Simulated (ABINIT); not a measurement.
GaP (F-43m): how ε∞ follows the gap

The empty bands of GaP (F-43m) are shifted up rigidly by Δ, and ε∞ is computed for each shift.

The structure is cubic, space group F-43m (No. 216). Conventional cell: a = 5.451 Å, b = 5.451 Å, c = 5.451 Å, α = 90.00°, β = 90.00°, γ = 90.00°. Ga on site a has 4 P at 2.36 Å as nearest neighbours. P on site c is surrounded by 4 Ga at 2.36 Å.

Method: ABINIT 10.8.3, LDA, independent particles, k-mesh 10×10×10, Lorentzian half width 0.04 eV.

Launch of the response step: `optic optic.abi`. The series took 69 s in all, its band step included, on 4 threads of Intel(R) Xeon(R) Processor @ 2.70GHz (shared host).

| Δ (eV) | ε∞ |
| --- | --- |
| 0.00 | 11.971 |
| 0.40 | 10.960 |
| 0.80 | 10.135 |
| 1.20 | 9.447 |
| 1.60 | ? |
| 2.00 | 8.357 |

With one effective transition at E₀ and fixed dipole strength, ε∞ − 1 = A/(E₀ + Δ), so 1/(ε∞ − 1) is linear in Δ.

Working, on the rows shown:

| x = Δ (eV) | y = 1/(ε∞ − 1) |
| --- | --- |
| 0 | 0.0911494 |
| 0.4 | 0.100402 |
| 0.8 | 0.109469 |
| 1.2 | 0.118385 |
| 2 | 0.135925 |

Means: x̄ = 0.88, ȳ = 0.11107. Σ(x − x̄)(y − ȳ) = 0.05296, Σ(x − x̄)² = 2.368. Slope = 0.05296 / 2.368 = 0.02236; intercept = ȳ − slope · x̄ = 0.091386. Turned back into ε∞, the line misses the rows shown by at most 0.028.

Fill in the last column of the withheld row.

At x = 1.6 the line gives y = 0.12717, that is 8.864. The run gave 8.862, so the interpolation is off by 0.0016, 0.0 % of the range in the table.

Refitted with all rows, the slope is 0.02237 and the intercept 0.091385. These give E₀ = intercept/slope = 4.1 eV, far above the least direct gap of 1.60 eV: most of the screening comes from transitions well over the edge. Over the first step ε∞ falls by 21 % per eV. Excitons are left out and so are local fields; LDA gaps are as a rule too small. The values come from a sum over the points of one k-mesh and carry its error, which grows as the direct gap shrinks. Spin-orbit coupling is left out.
